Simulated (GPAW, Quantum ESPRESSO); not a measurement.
A computed O K-edge spectrum of one site in a crystal of K, O and Ta, with its zero at a photon energy of about 529.1 eV (raw 538.0 eV, less 8.9 eV of added terms; uncertain by a few eV). Method: Quantum ESPRESSO XSpectra, PBE, full core hole (charged cell) in a small cell, dipole transitions, broadening that rises with energy, without spin-orbit coupling.

Energy from the lowest empty level; intensity scaled to a mean of 1 over the first 20 eV:

```csv
E (eV),intensity
-2.0,0.04
-1.5,0.04
-1.0,0.06
-0.5,0.08
0.0,0.14
0.5,0.32
1.0,0.60
1.5,0.89
2.0,1.34
2.5,1.78
3.0,0.69
3.5,0.47
4.0,0.48
4.5,0.65
5.0,0.79
5.5,0.96
6.0,1.27
6.5,1.55
7.0,1.93
7.5,2.14
8.0,2.08
8.5,1.85
9.0,1.61
9.5,1.37
10.0,1.17
10.5,1.06
11.0,1.04
11.5,1.07
12.0,1.09
12.5,1.08
13.0,1.04
13.5,0.96
14.0,0.88
14.5,0.78
15.0,0.70
15.5,0.64
16.0,0.60
16.5,0.59
17.0,0.59
17.5,0.62
18.0,0.65
18.5,0.70
19.0,0.74
19.5,0.78
20.0,0.80
20.5,0.81
21.0,0.79
21.5,0.75
22.0,0.70
22.5,0.66
23.0,0.62
23.5,0.59
24.0,0.57
24.5,0.55
25.0,0.54
25.5,0.55
26.0,0.56
26.5,0.58
27.0,0.61
27.5,0.65
28.0,0.68
28.5,0.71
29.0,0.74
29.5,0.77
30.0,0.79
30.5,0.81
31.0,0.84
31.5,0.86
32.0,0.88
```

Question: Which coordination does this site have?

A K edge sees empty p states; the first features are O p mixed into the empty d states of the Ta neighbours, and the broad ones above probably into the cations' higher empty bands. It is atom 3 of KTaO3 (Pm-3m), with 2 Ta at 1.99 Å (linear, site symmetry 4/mmm). Its main maxima below 24 eV lie at 2.3 eV (1.90), 7.7 eV (2.15), 12.2 eV (1.09) and 20.3 eV (0.81). A near-edge spectrum doesn't fix the structure by itself; it is matched against candidates. The structure is a published determination, not relaxed.

[Banner, clock and machine lines of the logs are left out without a mark of their own.]

[Logs are printed without paths, hosts, clocks, repeated set-up lines and the standing remarks that a program may print on its own settings, such as how far it seeks lower states.]

[Hosts, paths, dates, database ids (printed as entryN), source tags and the programs' standing remarks are cut or masked in the printed files.]

[Lists of maxima count a maximum above −3 eV only where it reaches 4 % of the highest in the window and stands out from its surroundings by 2 % of it (1.5 % where it reaches 55 %); shoulders and weaker maxima are passed over, and of the rest the first, up to two pre-edge ones and the few strongest are named.]
